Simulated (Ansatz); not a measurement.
# YAu (Pm-3m): Grüneisen parameters, part 2 of 2

Does YAu (Pm-3m) expand much on heating, by its phonons?

Ansatz 0.2.0; DFT PBEsol, scalar-relativistic, plane waves, PAW; PAW set soft_1.

So far, highest frequency on path, mesh or solved points (cm⁻¹): step 2 (response at finite wavevector) 182.

### Step 4. Phonons at the other volume, volume ratio 0.97

The phonons are repeated at this volume on the same meshes, so that differences come from the volume alone.

input.yaml

```yaml
crystal:
  lattice:
    - [3.5132331334, 0.0, 0.0]
    - [0.0, 3.5132331334, 0.0]
    - [0.0, 0.0, 3.5132331334]
  atoms:
    - { symbol: "Y", position: [0.5, 0.5, 0.5] }
    - { symbol: Au, position: [0.0, 0.0, 0.0] }
kpoints:
  mp_grid: { grid: [12, 12, 12] }
hamiltonian:
  xc: pbesol
  pseudopotentials: { kind: paw, azcp: { folder: soft_1 }, xc_functional: pbe }
scf:
  occupations: { method: methfessel_paxton, width: 0.2 }
output:
  eigenvalues: true
phonons:
  method: dfpt
  qmesh: [4, 4, 4]
  temperatures: { t_max: 1000, t_step: 50 }
  qpath:
    path:
      - [[0.0, 0.0, 0.0], [0.0, 0.5, 0.0], [0.5, 0.5, 0.0], [0.0, 0.0, 0.0], [0.5, 0.5, 0.5], [0.0, 0.5, 0.0]]
      - [[0.5, 0.5, 0.5], [0.5, 0.5, 0.0]]
    npoints: 10
```

Command:

```sh
ansatz run input.yaml --threads 4 --pin off --max-ram 10240MiB --backend cpu --events-out ev --progress --plain --runs-dir out
```

Log:

```text
[...]
Crystal: 2 atoms, lattice volume = 43.363 Å³
Basis set: ecut = 420 eV, 847 PW (Γ), exchange–correlation on 48×48×48 points (8 copies of the dense FFT grid, shifted against one another)
Bands: 19, of which v1, the nominal top of the filled ones, is band 15 counted from 1 (14 counted from 0)
Symmetry: 48 space group operations
k-points: 84 of 1728
[...]
SCF iter   1: F=—  HF=-16813.404624 eV  |F-HF|=—  |Δ(HF+E_count)|=         —  Δρ=2.70e-1  dr2=6.00e1  ethr=3.10e-3  ⟨swp⟩=4.2  Hψ=6180  notcnv=0
[...]
SCF iter  11: F=-16805.668325 eV  HF=-16805.668325 eV  |F-HF|=7.28e-12  |Δ(HF+E_count)|=  5.82e-11  S|Δr|=    0.00e0  Δρ=7.91e-8  dr2=4.20e-12  ethr=1.00e-12  ⟨swp⟩=4.0  Hψ=7424  notcnv=0
[...]
SCF 1 converged in 11 iterations: F = -16805.668325 eV  dr2 = 4.20e-12
[...]
SCF iter   2: F=-16805.668325 eV  HF=-16805.668325 eV  |F-HF|=0.00e0  |Δ(HF+E_count)|=  8.69e-10  S|Δr|=    0.00e0  Δρ=6.68e-8  dr2=1.23e-12  ethr=1.00e-12  ⟨swp⟩=3.1  Hψ=6929  notcnv=0
SCF 2 converged in 2 iterations: F = -16805.668325 eV  dr2 = 1.23e-12
[...]
NSCF: frozen V_eff on 84 k-points
[...]
SCF converged after 11 iterations
[...]
Free energy (F): -16805.668325 eV
[...]
Internal energy: -16805.674348 eV  (E = F + TS)
E sigma→0 (E₀):  -16805.669831 eV
Entropy (-TS):   0.006024 eV (3.012 meV/atom)
Fermi energy:    15.766255 eV
[...]
--- Band table (eV; the first three rows and the last of 84) ---
  k-point 0: bands = [... 11 lower, 11.1916, 11.1916, 11.1916, 16.6814, 16.6814, 20.4424, 20.4424, 20.4424]
  k-point 1: bands = [... 11 lower, 11.1794, 11.1794, 11.2030, 16.6152, 16.6872, 19.7946, 19.7946, 20.4015]
  k-point 2: bands = [... 11 lower, 11.1470, 11.1470, 11.2345, 16.4328, 16.5786, 18.9121, 18.9121, 20.2904]
  k-point 83: bands = [... 11 lower, 11.9793, 11.9793, 13.8342, 13.8342, 13.8342, 15.7945, 21.4704, 21.4704]
[...]
ASR residual: 8.416e-5 → 0.000e0 eV/Å²; symmetrization residual: 2.223e-5 eV/Å²
  ASR residual per site (eV/Å²): 5.98e-5 8.42e-5
  Γ frequencies (cm⁻¹): 0.00 0.00 0.00 115.41 115.41 115.41
--- Phonons (arbitrary-q DFPT): 10 irreducible q on the 4×4×4 mesh ---
[...]
interpolated dispersion: 62 rows × 6 modes
[...]
zero-point energy: 0.035169 eV/cell   skipped modes (ω ≤ 0): 6, of them read as no rigid motion or as one in doubt: 3 (2.250e-3 modes/cell left out, lowest -9.10 cm⁻¹)   left out of the sums: 4.37e-4 of the cell's modes: C_V's classical limit lies that fraction below 3 k_B per atom; for a crystal, a wire or a layer, F and S can be off by more, and a phonons.interpolated_qmesh denser along its periods is the remedy for the sampling
```

Run time: 4.8 min. Hardware: 4 threads of Intel Xeon Platinum 8259CL at 2.50GHz (Skylake/Cascade Lake), shared host; peak memory 2.1 GiB.

Numbers from this step:

```
sum-rule residual before enforcement                    : 8.42e-5 eV/Å²
lowest frequency on the path                            : -9.098 cm⁻¹
highest frequency on path, mesh or solved points        : 190 cm⁻¹
highest optical mode at the zone centre (no LO-TO term) : 115.4 cm⁻¹
lowest optical zone-centre mode                         : 115.4 cm⁻¹
lowest mode on the q mesh (acoustic modes at Γ apart)   : -9.1 cm⁻¹
```

Frequencies (cm⁻¹) solved at each irreducible wavevector; negative means imaginary. Frequencies by wavevector, by row:

```csv
q in reciprocal lattice units,star,mode 1,mode 2,mode 3,mode 4,mode 5,mode 6
0 0 0,1,0,0,0,115.4,115.4,115.4
0 0 0.25,6,43.6,43.6,66,112.1,112.1,155.8
0 0 -0.5,3,62.4,62.4,73.3,103.4,103.4,190
0 0.25 0.25,12,38.2,49.7,69,103.4,139.7,153.8
0 0.25 -0.5,12,41.4,52.8,55.9,96.2,142.4,179.8
0 -0.5 -0.5,3,-9.1,-9.1,46.6,88.3,166.6,166.6
0.25 0.25 0.25,8,52.1,52.1,56.1,138.1,138.1,146.3
0.25 0.25 -0.5,12,33.8,45.9,63.1,136.6,138.1,171.2
0.25 -0.5 -0.5,6,38.6,38.6,56.4,128.1,168.1,168.1
-0.5 -0.5 -0.5,1,51.9,51.9,51.9,167.7,167.7,167.7
```

The highest optical mode at the zone centre (no LO-TO term) is 115.4 cm⁻¹, +10.4 cm⁻¹ against the base run.

### Step 5. Relaxing at another volume, volume ratio 1.03

The volume is scaled by 1.03 and held; symmetry leaves nothing to relax, so this is a single point. The modes can then be followed against volume.

input.yaml, the sections that differ from step 4:

```yaml
crystal:
  lattice:
    - [3.5842266675, 0.0, 0.0]
    - [0.0, 3.5842266675, 0.0]
    - [0.0, 0.0, 3.5842266675]
  atoms:
    - { symbol: "Y", position: [0.5, 0.5, 0.5] }
    - { symbol: Au, position: [0.0, 0.0, 0.0] }
output:
  forces: true
  stress: true
  eigenvalues: true
  write_density: true
  write_potential: true
  elf: true
  volumetric_format: npy
# kpoints, hamiltonian, scf: as in step 4
# phonons: removed
```

Log:

```text
[...]
Crystal: 2 atoms, lattice volume = 46.045 Å³
Basis set: ecut = 420 eV, 895 PW (Γ), exchange–correlation on 48×48×48 points (8 copies of the dense FFT grid, shifted against one another)
Bands: 19, of which v1, the nominal top of the filled ones, is band 15 counted from 1 (14 counted from 0)
Symmetry: 48 space group operations
[...]
k-points: 84 of 1728
[...]
--- Band table (eV; the first three rows and the last of 84) ---
  k-point 0: bands = [... 11 lower, 10.2762, 10.2762, 10.2762, 15.5320, 15.5320, 19.0421, 19.0421, 19.0421]
  k-point 1: bands = [... 11 lower, 10.2643, 10.2643, 10.2864, 15.4758, 15.5318, 18.4671, 18.4671, 19.0072]
  k-point 2: bands = [... 11 lower, 10.2325, 10.2325, 10.3146, 15.3205, 15.4077, 17.6581, 17.6581, 18.9123]
  k-point 83: bands = [... 11 lower, 10.9867, 10.9867, 12.9238, 12.9238, 12.9238, 14.5715, 20.0014, 20.0014]
[key lines of the parts left out:]
SCF converged after 9 iterations
Free energy (F): -16805.669660 eV
Fermi energy:    14.670259 eV
P = ⅓ Tr σ = -2.6867 GPa (-26.867 kbar)
```

The job ended after 2 s (4 threads; peak memory 0.45 GiB; 6.4 s of CPU time).

Numbers from this step:

```yaml
pressure: -2.687 GPa
volume_per_atom: 23.02 Å³
```

The run ends at a pressure of -2.69 GPa.

### Step 6. Phonons at the other volume, volume ratio 1.03

The phonons are repeated at this volume on the same meshes, so that differences come from the volume alone.

input.yaml, the sections that differ from step 5:

```yaml
output:
  eigenvalues: true
phonons:
  method: dfpt
  qmesh: [4, 4, 4]
  temperatures: { t_max: 1000, t_step: 50 }
  qpath:
    path:
      - [[0.0, 0.0, 0.0], [0.0, 0.5, 0.0], [0.5, 0.5, 0.0], [0.0, 0.0, 0.0], [0.5, 0.5, 0.5], [0.0, 0.5, 0.0]]
      - [[0.5, 0.5, 0.5], [0.5, 0.5, 0.0]]
    npoints: 10
# crystal, kpoints, hamiltonian, scf: as in step 5
```

Log:

```text
[...]
Crystal: 2 atoms, lattice volume = 46.045 Å³
Basis set: ecut = 420 eV, 895 PW (Γ), exchange–correlation on 48×48×48 points (8 copies of the dense FFT grid, shifted against one another)
Bands: 19, of which v1, the nominal top of the filled ones, is band 15 counted from 1 (14 counted from 0)
Symmetry: 48 space group operations
k-points: 84 of 1728
[...]
k-point 83: bands = [... 11 lower, 10.9865, 10.9865, 12.9238, 12.9238, 12.9238, 14.5714, 20.0016, 20.0016]
[...]
ASR residual: 1.110e-4 → 0.000e0 eV/Å²; symmetrization residual: 9.643e-6 eV/Å²
  ASR residual per site (eV/Å²): 2.11e-5 1.11e-4
  Γ frequencies (cm⁻¹): 0.00 0.00 0.00 94.84 94.84 94.84
--- Phonons (arbitrary-q DFPT): 10 irreducible q on the 4×4×4 mesh ---
[...]
interpolated dispersion: 62 rows × 6 modes
[...]
[key lines of the parts left out:]
SCF converged after 12 iterations
Free energy (F): -16805.669660 eV
Fermi energy:    14.670272 eV
```

It took 5.3 min on 4 threads; peak memory 2.2 GiB.

Numbers from this step:

```yaml
sum_rule_residual_before_enforcement: 1.11e-4 eV/Å²
lowest_frequency_on_the_path: 0 cm⁻¹
highest_frequency_on_path_mesh_or_solved_points: 174.7 cm⁻¹
mean_frequency: 82.8 cm⁻¹
debye_temperature_second_moment: 175 K
logarithmic_mean_frequency: 70.4 cm⁻¹
highest_optical_mode_at_the_zone_centre_no_lo_to_term: 94.84 cm⁻¹
lowest_optical_zone_centre_mode: 94.84 cm⁻¹
lowest_mode_on_the_q_mesh_acoustic_modes_at_gamma_apart: 11.13 cm⁻¹
zero_point_energy_per_atom: 15.4 meV
heat_capacity_at_300_k: 24.52 J/(mol atoms K)
vibrational_entropy_at_300_k: 52.24 J/(mol atoms K)
edges_of_the_widest_gap_between_branches_on_path_and_mesh: 63.7, 71.3 cm⁻¹
```

Frequencies (cm⁻¹) solved at each irreducible wavevector; negative means imaginary. Frequencies by wavevector, by row:

| q in reciprocal lattice units | star | mode 1 | mode 2 | mode 3 | mode 4 | mode 5 | mode 6 |
| --- | --- | --- | --- | --- | --- | --- | --- |
| 0 0 0 | 1 | 0 | 0 | 0 | 94.8 | 94.8 | 94.8 |
| 0 0 0.25 | 6 | 38 | 38 | 57.9 | 94.4 | 94.4 | 139.1 |
| 0 0 -0.5 | 3 | 51.1 | 51.1 | 63.7 | 91.5 | 91.5 | 174.7 |
| 0 0.25 0.25 | 12 | 37.4 | 42 | 58.8 | 87 | 120 | 139.5 |
| 0 0.25 -0.5 | 12 | 39.6 | 43.8 | 45.4 | 81.7 | 125.7 | 161.6 |
| 0 -0.5 -0.5 | 3 | 11.1 | 11.1 | 32.4 | 71.3 | 147.3 | 147.3 |
| 0.25 0.25 0.25 | 8 | 46.3 | 46.3 | 48.4 | 121.7 | 121.7 | 131 |
| 0.25 0.25 -0.5 | 12 | 31.4 | 37.7 | 51.9 | 120.1 | 123.4 | 154 |
| 0.25 -0.5 -0.5 | 6 | 30.4 | 30.4 | 43.5 | 113.9 | 150.8 | 150.8 |
| -0.5 -0.5 -0.5 | 1 | 38.7 | 38.7 | 38.7 | 151.8 | 151.8 | 151.8 |

The highest optical mode at the zone centre (no LO-TO term) is 94.8 cm⁻¹, -10.1 cm⁻¹ against the base run.

### Step 7. Grüneisen parameters

The Grüneisen parameter of a mode is minus the logarithmic change of its frequency with volume, −d ln ω / d ln V; weighted by heat capacity it gives the expansion.

This step gave:

```
bulk modulus : 97.5 GPa
```

Phonon branches along the path, in cm⁻¹:

```csv
point,branch 1,branch 2,branch 3,branch 4,branch 5,branch 6
Γ,0,0,0,105,105,105
halfway,41,41,62,103,103,148
X,57,57,68,97,97,182
halfway,41,49,50,89,134,170
M,7,7,40,80,157,157
halfway,38,46,64,95,129,147
Γ,0,0,0,105,105,105
halfway,49,49,52,130,130,138
R,45,45,45,160,160,160
halfway,33,42,57,129,130,162
X,57,57,68,97,97,182
jump to R,45,45,45,160,160,160
halfway,35,35,50,121,159,159
M,7,7,40,80,157,157
```

The same for volume x 0.97:

```csv
point,branch 1,branch 2,branch 3,branch 4,branch 5,branch 6
Γ,0,0,0,115,115,115
X,62,62,73,103,103,190
M,-9,-9,47,88,167,167
Γ,0,0,0,115,115,115
R,52,52,52,168,168,168
X,62,62,73,103,103,190
R,52,52,52,168,168,168
M,-9,-9,47,88,167,167
```

The same for volume x 1.03:

```csv
point,branch 1,branch 2,branch 3,branch 4,branch 5,branch 6
Γ,0,0,0,95,95,95
X,51,51,64,91,91,175
M,11,11,32,71,147,147
Γ,0,0,0,95,95,95
R,39,39,39,152,152,152
X,51,51,64,91,91,175
R,39,39,39,152,152,152
M,11,11,32,71,147,147
```

The first set of phonon branches as a text plot (rows in cm⁻¹):

```
    186 |       **                                       *
    178 |      *  **                                   **
    169 |     *     *                                **
    161 |    *       ** ***                  ********     ******
    153 |             **** **               *    *              *
    144 |   *       **    *  *           ***      *        *
    136 |                  ** *        ****        *        *
    128 |          *         * *     ** *           *
    119 |  *      *           * *   *  *             *       *
    111 |**                    *** ****               **
    103 |******  *            ******                   **
     95 |      *****         *                           *    *
     86 |           **   ****                                  *
     78 |             ***                                       *
     70 |     ****                                       *
     61 |   **             *****     ***            *****
     53 |     ******                *   ****     ***  ****  **
     45 |  ***     **** ******* *      * ** ***********   **  **
     37 | *         ** * * *****     **    **     ****      **  *
     28 |  *         **   *     ** **
     20 |**           * **         *                          **
     12 |*              *        *                              *
      3 |              *          *
     -5 |
         Γ      X      M          Γ            R        X|R     M
```

### Step 8. Results

```yaml
bulk_modulus: 97.5 GPa
```

No expansion is given, because modes are imaginary at one volume or more. The highest optical mode at Γ goes from 115 to 95 cm⁻¹ as the cell grows, a Grüneisen parameter of 3.27. Branches are matched by rank, so values near crossings are rough. With no gap, or one that is small against the smearing, the frequencies hang on the k mesh and the smearing, most of all near Kohn anomalies. Spin-orbit coupling is left out, which can matter for the heavy elements here. The PAW files were made for PBE and serve the other functionals too.

[Long decimals in the printed logs are rounded to 6 places.]

[Logs are printed without paths, hosts, clocks, repeated set-up lines and the standing remarks that a program may print on its own settings, such as how far it seeks lower states.]

[Hosts, paths, dates, database ids (printed as entryN), source tags and the programs' standing remarks are cut or masked in the printed files.]

[Where the starting crystal was built by hand or by swapping elements, it need not be the compound's stable phase.]
